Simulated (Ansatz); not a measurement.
# CsTe4Cl (built on the sites of a database entry of KClO4): phonons and vibrational spectra

How does CsTe4Cl (built on the sites of a database entry of KClO4) vibrate, and is this structure a minimum?

Main program and level: Ansatz 0.2.0; DFT PBE, scalar-relativistic, plane waves, norm-conserving pseudopotentials.

This is a report of a sequence of runs, with most program output left out.

The structure was built from a prototype and need not be the compound's stable phase.

**1. Starting point**

It takes space group F-43m (No. 216, cubic). The conventional cell has a = 9.505 Å, b = 9.505 Å, c = 9.505 Å, α = 90.00°, β = 90.00°, γ = 90.00°. Nearest to Cs lie 12 Te at 3.93 Å. Nearest to Cl lie 4 Te at 2.09 Å. Te has 1 Cl at 2.09 Å and 3 Cs at 3.93 Å nearest. Farther neighbours and most contacts between anions are not listed.

**2. Coarse relaxation**

A rough relaxation comes first, because large forces or stress need no tight tolerances yet.

The input, input.yaml:

```yaml
crystal:
  lattice:
    - [0.0, 4.7523, 4.7523]
    - [4.7523, 0.0, 4.7523]
    - [4.7523, 4.7523, 0.0]
  atoms:
    - { symbol: Cs, position: [0.5, 0.5, 0.5] }
    - { symbol: Cl, position: [0.0, 0.0, 0.0] }
    - { symbol: Te, position: [0.127, 0.127, 0.127] }
    - { symbol: Te, position: [0.619, 0.127, 0.127] }
    - { symbol: Te, position: [0.127, 0.127, 0.619] }
    - { symbol: Te, position: [0.127, 0.619, 0.127] }
kpoints:
  mp_grid: { grid: [4, 4, 4] }
hamiltonian:
  xc: pbe
  pseudopotentials: { kind: nc }
scf:
  occupations: { method: gaussian, width: 0.1 }
output:
  forces: true
  stress: true
  eigenvalues: true
relax:
  adjacent_minimum: "off"
  f_tol: 0.05
  max_steps: 80
  cell: { stress_tol: 0.5 }
```

Command:

```sh
$ ansatz run input.yaml --threads 4 --pin off --max-ram 14336MiB --backend cpu --events-out ev --progress --plain --runs-dir out
```

Run time: 95 s. Hardware: 4 threads of Arm Neoverse V2, shared host; peak memory 2 GiB.

Relaxation path:

| step | energy less that of the first step (eV) | largest force component (eV/Å) | pressure (GPa) | volume (Å³) |
| --- | --- | --- | --- | --- |
| 1 | 0.0000 | 5.4242 | 22.08 | 214.66 |
| 2 | -5.8020 | 1.5229 | 12.62 | 226.49 |
| 3 | -7.8830 | 1.0149 | 5.29 | 260.60 |
| 4 | -8.8326 | 0.1942 | 1.16 | 290.45 |
| 5 | -8.8823 | 0.0468 | -0.15 | 299.96 |
| 6* | -9.0764 | 0.0465 | 1.71 | 299.96 |
| 7 | -9.1796 | 0.0322 | 0.95 | 312.19 |
| 8 | -9.2372 | 0.0074 | -0.13 | 336.66 |
| 9* | -9.2379 | 0.0074 | -0.14 | 336.66 |

Relaxation steps marked * repeat the geometry before them on a plane-wave basis chosen anew for their cell, so energy and pressure can jump there.

Forces are held to the 24 operations that the run works with; a distortion that breaks them can't arise in this run.

| cell as run | before | after | change |
| --- | --- | --- | --- |
| a (Å) | 6.721 | 7.808 | +16.2 % |
| b (Å) | 6.721 | 7.808 | +16.2 % |
| c (Å) | 6.721 | 7.808 | +16.2 % |
| volume (Å³/atom) | 35.78 | 56.11 | +56.8 % |

The atoms that moved most (Å, as changes of fractional coordinates times the final cell):

| atom | dx | dy | dz | length |
| --- | --- | --- | --- | --- |
| Te4 | 0.247 | -0.247 | -0.247 | 0.428 |
| Te5 | -0.247 | -0.247 | 0.247 | 0.428 |
| Te6 | -0.247 | 0.247 | -0.247 | 0.428 |
| Te3 | 0.247 | 0.247 | 0.247 | 0.428 |

Numbers from this step:

- pressure: -0.1436 GPa
- volume per atom: 56.11 Å³
- gap on the k-mesh: 0 eV

In this step the volume went from 35.78 to 56.11 Å³/atom.

**3. Bringing the structure to rest**

Harmonic phonons are second derivatives at a point where the forces vanish, and they are wanted at zero stress, so atoms and cell are relaxed first.

The input, input.yaml:

```yaml
crystal:
  lattice:
    - [0.0, 5.5214375974, 5.5214375974]
    - [5.5214375974, 0.0, 5.5214375974]
    - [5.5214375974, 5.5214375974, 0.0]
  atoms:
    - { symbol: Cs, position: [0.5, 0.5, 0.5] }
    - { symbol: Cl, position: [0.0, 0.0, 0.0] }
    - { symbol: Te, position: [0.1493711658, 0.1493711658, 0.1493711658] }
    - { symbol: Te, position: [0.5518865026, 0.1493711658, 0.1493711658] }
    - { symbol: Te, position: [0.1493711658, 0.1493711658, 0.5518865026] }
    - { symbol: Te, position: [0.1493711658, 0.5518865026, 0.1493711658] }
kpoints:
  mp_grid: { grid: [6, 6, 6] }
hamiltonian:
  xc: pbe
  pseudopotentials: { kind: nc }
scf:
  occupations: { method: gaussian, width: 0.1 }
output:
  forces: true
  stress: true
  eigenvalues: true
relax:
  adjacent_minimum: "off"
  f_tol: 0.005
  max_steps: 80
  cell: { stress_tol: 0.05 }
```

The job ended after 2.2 min (4 threads; peak memory 2.2 GiB).

The steps of the relaxation:

| step | energy less that of the first step (eV) | largest force component (eV/Å) | pressure (GPa) | volume (Å³) |
| --- | --- | --- | --- | --- |
| 1 | 0.0000 | 0.0051 | -0.15 | 336.66 |
| 2 | -0.0013 | 0.0132 | -0.06 | 334.70 |
| 3 | -0.0018 | 0.0171 | 0.00 | 332.01 |
| 4 | -0.0019 | 0.0003 | 0.00 | 332.72 |
| 5* | -0.0018 | 0.0003 | 0.00 | 332.72 |

Relaxation steps marked * repeat the geometry before them on a plane-wave basis chosen anew for their cell, so energy and pressure can jump there.

Forces are held to the 24 operations that the run works with; a distortion that breaks them can't arise in this run.

| conventional cell, symmetrised | before | after | change |
| --- | --- | --- | --- |
| a (Å) | 11.043 | 11.000 | -0.4 % |
| b (Å) | 11.043 | 11.000 | -0.4 % |
| c (Å) | 11.043 | 11.000 | -0.4 % |
| volume (Å³/atom) | 56.11 | 55.45 | -1.2 % |

The relaxed structure:

```xyz
6
Lattice="0.0000 5.4998 5.4998 5.4998 0.0000 5.4998 5.4998 5.4998 0.0000" Properties=species:S:1:pos:R:3 pbc="T T T"
Cs    5.4998    5.4998    5.4998
Cl    0.0000    0.0000    0.0000
Te    1.6408    1.6408    1.6408
Te    1.6408    3.8591    3.8591
Te    3.8591    3.8591    1.6408
Te    3.8591    1.6408    3.8591
```

Numbers from this step:

* pressure: 4.47e-4 GPa
* volume per atom: 55.45 Å³

In this step the volume went from 56.11 to 55.45 Å³/atom.

**4. Relaxing to small forces for the phonons**

Phonons need a cell at rest on their own settings, so the relaxation is repeated with tight tolerances on forces and stress, using the mesh and the filling of the phonon run that follows.

The input, input.yaml:

```yaml
crystal:
  lattice:
    - [0.0, 5.4998378745, 5.4998378745]
    - [5.4998378745, 0.0, 5.4998378745]
    - [5.4998378745, 5.4998378745, 0.0]
  atoms:
    - { symbol: Cs, position: [0.5, 0.5, 0.5] }
    - { symbol: Cl, position: [0.0, 0.0, 0.0] }
    - { symbol: Te, position: [0.1491655776, 0.1491655776, 0.1491655776] }
    - { symbol: Te, position: [0.5525032671, 0.1491655776, 0.1491655776] }
    - { symbol: Te, position: [0.1491655776, 0.1491655776, 0.5525032671] }
    - { symbol: Te, position: [0.1491655776, 0.5525032671, 0.1491655776] }
kpoints:
  mp_grid: { grid: [6, 6, 6] }
hamiltonian:
  xc: pbe
  pseudopotentials: { kind: nc }
scf:
  occupations: { method: methfessel_paxton, width: 0.2 }
output:
  forces: true
  stress: true
  eigenvalues: true
  write_density: true
  write_potential: true
  elf: true
  volumetric_format: npy
relax:
  adjacent_minimum: "off"
  f_tol: 0.001
  max_steps: 60
  cell: { stress_tol: 0.01 }
```

It took 2.1 min on 4 threads; peak memory 2.2 GiB; 7.9 min of CPU time.

Little changed from the start: no atom moved by 0.005 Å and no cell edge by 0.1 %.

Numbers from this step:

* pressure: 0.002013 GPa
* volume per atom: 55.36 Å³

Valence density in the ac plane of the cell as run, not the conventional one, at fractional y = 0.149, with atoms of Te within 0.2 Å of it. It is the smooth field of the valence electrons, not physical close to the nuclei.

Ten steps, logarithmic in the rise over the least value, from '0' (0 e/Å³) to '9' (10 e/Å³), each cell a mean:
```
3212222211112222212344
3211111110001111111234
3211000000000000001123
2211000000000000000112
2211000000000000000011
2222100000000000000012
3443210000000000000012
4676431000000000000012
4799842100000000000012
3798974210000000000012
2489984310000000000001
2347864321000000000001
1233443321100000000001
2222232222211000000011
2332222223332100000012
3444322223444210000012
4687432234687431000012
4799843224899842100012
3698974223798963211112
2479984323489974211111
2246764322347764222222
2223443221223443222333
```
Columns run along a (7.8 Å), rows up along c (7.8 Å). Atoms in or near the plane, at fractional coordinates: Te at (0.15, 0.15), Te at (0.55, 0.15), Te at (0.15, 0.55).

ELF in the ac plane of the cell as run, not the conventional one, at fractional y = 0.149, with atoms of Te within 0.2 Å of it. It is the smooth field of the valence electrons, not physical close to the nuclei.

Ten even steps from '_' (0.00) to '@' (0.82), each cell a mean:
```
%%++::--##%%@@@@##::::**@@@@%%##==::==%%@@@@
@@##--..--**%%@@##::..::**%%%%##--..--##@@@@
%%##==....::++**++::____::++**++::__..==##%%
++==--..____..::::..______..::::..____..--==
::::::..________________________________..::
==--====--::..______________________..::--==
++====++**##++::____________________::++####
++::----++%%%%**--__________________::**%%%%
++--==----++@@@@++..________________..++%%@@
##----__----**@@##::__________________::**@@
%%++--------++%%##::____________________::**
++**==----::==##**::..__________________..::
--++++==----==**++--::::::..________..::::::
**++++++======++++++**####++--______::++####
%%##**++========++**##%%@@@@**::____::**@@@@
##++========--========++**@@%%++..__..++%%@@
++::------========--::----++%%##::____::**%%
++----::----======----------++**--____..--##
++----__::--==++++==----__----++==........--
--==--------==**++++==----==--====::--==--::
----==----::++##++++**++----::==--::==####++
++----++++++##%%**--++%%##++++++==::++%%@@%%
```
Columns run along a (7.8 Å), rows up along c (7.8 Å). Atoms in or near the plane, at fractional coordinates: Te at (0.15, 0.15), Te at (0.55, 0.15), Te at (0.15, 0.55).

Electrostatic potential energy in the ac plane of the cell as run, not the conventional one, at fractional y = 0.149, with atoms of Te within 0.2 Å of it. With pseudopotentials it is smooth inside the atoms' cores, unlike the true potential.

Ten even steps from '_' (-79 eV) to '@' (7 eV), each cell a mean:
```
@@@@@@@@@@@@@@@@@@@@@@@@@@@@@@@@@@@@@@@@@@%%
@@@@@@@@@@@@@@@@@@@@@@@@@@@@@@@@@@@@@@@@@@@@
@@@@@@@@@@@@@@@@@@@@@@@@@@@@@@@@@@@@@@@@@@@@
@@@@@@@@@@@@@@@@@@@@@@@@@@@@@@@@@@@@@@@@@@@@
@@@@@@@@@@@@@@@@@@@@@@@@@@@@@@@@@@@@@@@@@@@@
@@%%@@@@@@@@@@@@@@@@@@@@@@@@@@@@@@@@@@@@@@@@
%%####%%@@@@@@@@@@@@@@@@@@@@@@@@@@@@@@@@@@@@
##==--==##@@@@@@@@@@@@@@@@@@@@@@@@@@@@@@@@@@
##--____--##@@@@@@@@@@@@@@@@@@@@@@@@@@@@@@@@
%%==______==%%@@@@@@@@@@@@@@@@@@@@@@@@@@@@@@
@@##--____--##@@@@@@@@@@@@@@@@@@@@@@@@@@@@@@
@@%%**==::==##%%@@@@@@@@@@@@@@@@@@@@@@@@@@@@
@@@@@@##****%%@@@@@@@@@@@@@@@@@@@@@@@@@@@@@@
@@@@@@@@%%%%@@@@@@@@@@@@@@@@@@@@@@@@@@@@@@@@
@@%%%%@@@@@@@@@@@@@@%%@@@@@@@@@@@@@@@@@@@@@@
%%##**##%%@@@@@@@@%%####%%@@@@@@@@@@@@@@@@@@
##==----**%%@@@@%%**==--==##@@@@@@@@@@@@@@@@
##--____::**%%@@%%**::____--##@@@@@@@@@@@@@@
%%==______--##@@@@##==______==%%@@@@@@@@@@@@
@@##--____--**%%@@@@**--____--##@@@@@@@@@@@@
@@%%##==--==##%%@@@@%%##==--==##%%@@@@@@@@@@
@@@@@@%%####%%@@@@@@@@@@%%####%%@@@@@@@@@@@@
```
Columns run along a (7.8 Å; values clipped at the 3rd and 97th percentile), rows up along c (7.8 Å). Atoms in or near the plane, at fractional coordinates: Te at (0.15, 0.15), Te at (0.55, 0.15), Te at (0.15, 0.55).

The largest force component left is 0.71 meV/Å and the pressure is 0.002 GPa, within the tolerances set. The cell now holds 55.36 Å³/atom.

**5. Zone-centre response**

The zone centre is the only wavevector solved here; it holds the modes that light can see, as far as symmetry allows. No field response is asked, since the mesh shows no gap.

input.yaml, the sections that differ from step 4:

```yaml
crystal:
  lattice:
    - [0.0, 5.4968679987, 5.4968679987]
    - [5.4968679987, 0.0, 5.4968679987]
    - [5.4968679987, 5.4968679987, 0.0]
  atoms:
    - { symbol: Cs, position: [0.5, 0.5, 0.5] }
    - { symbol: Cl, position: [0.0, 0.0, 0.0] }
    - { symbol: Te, position: [0.1491198311, 0.1491198311, 0.1491198311] }
    - { symbol: Te, position: [0.5526405066, 0.1491198311, 0.1491198311] }
    - { symbol: Te, position: [0.1491198311, 0.1491198311, 0.5526405066] }
    - { symbol: Te, position: [0.1491198311, 0.5526405066, 0.1491198311] }
output:
  eigenvalues: true
phonons:
  method: dfpt
# kpoints, hamiltonian, scf: as in step 4
# relax: removed
```

Elapsed: 26 min, on 4 threads; peak memory 13 GiB.

Numbers from this step:

| Property | Result |
| --- | --- |
| sum-rule residual before enforcement | 7.35e-4 eV/Å² |
| point group | -43m |
| highest optical mode at the zone centre (no LO-TO term) | 165.6 cm⁻¹ |
| lowest optical zone-centre mode | -76.82 cm⁻¹ |

Patterns of degenerate modes are one choice out of their space. Modes at Γ, with each element's share of the kinetic energy (negative means imaginary):

| mode | frequency (cm⁻¹) | symmetry | Cs % | Cl % | Te % |
| --- | --- | --- | --- | --- | --- |
| 1 | -76.8 | E | 0 | 0 | 100 |
| 2 | -76.8 | E | 0 | 0 | 100 |
| 3 | -66.1 | T2 | 3 | 0 | 96 |
| 4 | -66.1 | T2 | 3 | 0 | 96 |
| 5 | -66.1 | T2 | 3 | 0 | 96 |
| 6 | 0.0 | acoustic | 20 | 5 | 75 |
| 7 | 0.0 | acoustic | 20 | 5 | 75 |
| 8 | 0.0 | acoustic | 20 | 5 | 75 |
| 9 | 16.7 | T2 | 77 | 2 | 21 |
| 10 | 16.7 | T2 | 77 | 2 | 21 |
| 11 | 16.7 | T2 | 77 | 2 | 21 |
| 12 | 31.7 | T1 | 0 | 0 | 100 |
| 13 | 31.7 | T1 | 0 | 0 | 100 |
| 14 | 31.7 | T1 | 0 | 0 | 100 |
| 15 | 124.8 | T2 | 0 | 93 | 7 |
| 16 | 124.8 | T2 | 0 | 93 | 7 |
| 17 | 124.8 | T2 | 0 | 93 | 7 |
| 18 | 165.6 | A1 | 0 | 0 | 100 |

Displacements in mode 1 (-76.8 cm⁻¹), the largest set to 1:
```
Cs1  0.00  0.00  0.00
Cl2  0.00  0.00  0.00
Te3 -0.69  1.00 -0.31
Te4 -0.69 -1.00  0.31
Te5  0.69 -1.00 -0.31
Te6  0.69  1.00  0.31
```

Displacements in mode 16 (124.8 cm⁻¹), the largest set to 1:
```
Cs1  0.00  0.00  0.01
Cl2  0.00 -0.77  1.00
Te3  0.00  0.04 -0.06
Te4  0.00  0.04 -0.06
Te5  0.03  0.07 -0.08
Te6 -0.03  0.07 -0.08
```

Before it was imposed, the acoustic sum rule was missed by 7.3e-4 eV/Å². Small misses are needed for a sound result but don't prove that mesh and cutoff are converged. The lowest optical mode is imaginary, 76.8i cm⁻¹, so the energy falls along it.

**6. Isotope substitution, element Cl, natural mass 35.45 amu**

An isotope changes the mass and not the force constants, so no new electronic calculation is needed; the shifts show which modes move this element.

The same force constants with the mass of Cl changed from 35.450 to 36.966 u (phonopy, no LO-TO term). Both lists are sorted by frequency; levels can cross, so a row need not hold one and the same mode. Modes under 3 cm⁻¹ are left out. Isotope shifts, by row:

| q | rank | natural mass (cm⁻¹) | changed mass (cm⁻¹) |
| --- | --- | --- | --- |
| 0 0 0 | 1 | -76.82 | -76.82 |
| 0 0 0 | 2 | -76.82 | -76.82 |
| 0 0 0 | 3 | -66.06 | -66.06 |
| 0 0 0 | 4 | -66.06 | -66.06 |
| 0 0 0 | 5 | -66.06 | -66.06 |
| 0 0 0 | 9 | 16.73 | 16.72 |
| 0 0 0 | 10 | 16.73 | 16.72 |
| 0 0 0 | 11 | 16.73 | 16.72 |
| 0 0 0 | 12 | 31.71 | 31.71 |
| 0 0 0 | 13 | 31.71 | 31.71 |
| 0 0 0 | 14 | 31.71 | 31.71 |
| 0 0 0 | 15 | 124.8 | 122.4 |
| 0 0 0 | 16 | 124.8 | 122.4 |
| 0 0 0 | 17 | 124.8 | 122.4 |
| 0 0 0 | 18 | 165.6 | 165.6 |

A mode of this element alone would shift by -2.07 %. The highest zone-centre frequency without the field goes from 165.6 to 165.6 cm⁻¹ (+0.0 %).

**7. Isotope substitution, element Te, natural mass 127.6 amu**

The same for Te, from 127.60 to 129.91 u.

The same force constants with the mass of Te changed from 127.600 to 129.906 u (phonopy, no LO-TO term). Both lists are sorted by frequency; levels can cross, so a row need not hold one and the same mode. Modes under 3 cm⁻¹ are left out. Isotope shifts, by row:

| q | rank | natural mass (cm⁻¹) | changed mass (cm⁻¹) |
| --- | --- | --- | --- |
| 0 0 0 | 1 | -76.82 | -76.14 |
| 0 0 0 | 2 | -76.82 | -76.14 |
| 0 0 0 | 3 | -66.06 | -65.5 |
| 0 0 0 | 4 | -66.06 | -65.5 |
| 0 0 0 | 5 | -66.06 | -65.5 |
| 0 0 0 | 9 | 16.73 | 16.7 |
| 0 0 0 | 10 | 16.73 | 16.7 |
| 0 0 0 | 11 | 16.73 | 16.7 |
| 0 0 0 | 12 | 31.71 | 31.43 |
| 0 0 0 | 13 | 31.71 | 31.43 |
| 0 0 0 | 14 | 31.71 | 31.43 |
| 0 0 0 | 15 | 124.8 | 124.7 |
| 0 0 0 | 16 | 124.8 | 124.7 |
| 0 0 0 | 17 | 124.8 | 124.7 |
| 0 0 0 | 18 | 165.6 | 164.1 |

A mode of this element alone would shift by -0.89 %. The highest zone-centre frequency without the field goes from 165.6 to 164.1 cm⁻¹ (-0.9 %).

**8. Summary of results**

```yaml
space_group_after_relaxation_within_0p01_a: F-43m
volume_per_atom: 55.4 Å³
electronic_character: no gap on this mesh
highest_optical_mode_at_the_zone_centre_no_lo_to_term: 166 cm⁻¹
lowest_optical_zone_centre_mode: -76.8 cm⁻¹
imaginary_modes_at_gamma_the_only_wavevector_solved: yes
```

**Reading.** A zone-centre mode is imaginary (76.8i cm⁻¹), so this structure is not a minimum of the energy. The optical modes at Γ span -77 to 166 cm⁻¹ (negative means imaginary). No dispersion was computed. The highest mode in this list at Γ, 165.6 cm⁻¹, is mostly motion of Te (100 % of the kinetic energy). With no gap, or one that is small against the smearing, the frequencies hang on the k mesh and the smearing, most of all near Kohn anomalies. A semilocal functional can close a gap that the real compound would have, so the metallic treatment may be an artefact of the level. Spin-orbit coupling is left out, which can matter for the heavy elements here. The starting cell was built on a prototype and not taken from a measurement, so the phase need not exist. These are harmonic frequencies at zero temperature: anharmonic shifts, linewidths and thermal expansion are left out.

[Logs are printed without paths, hosts, clocks, repeated set-up lines and the standing remarks that a program may print on its own settings, such as how far it seeks lower states.]

[Hosts, paths, dates, database ids (printed as entryN), source tags and the programs' standing remarks are cut or masked in the printed files.]
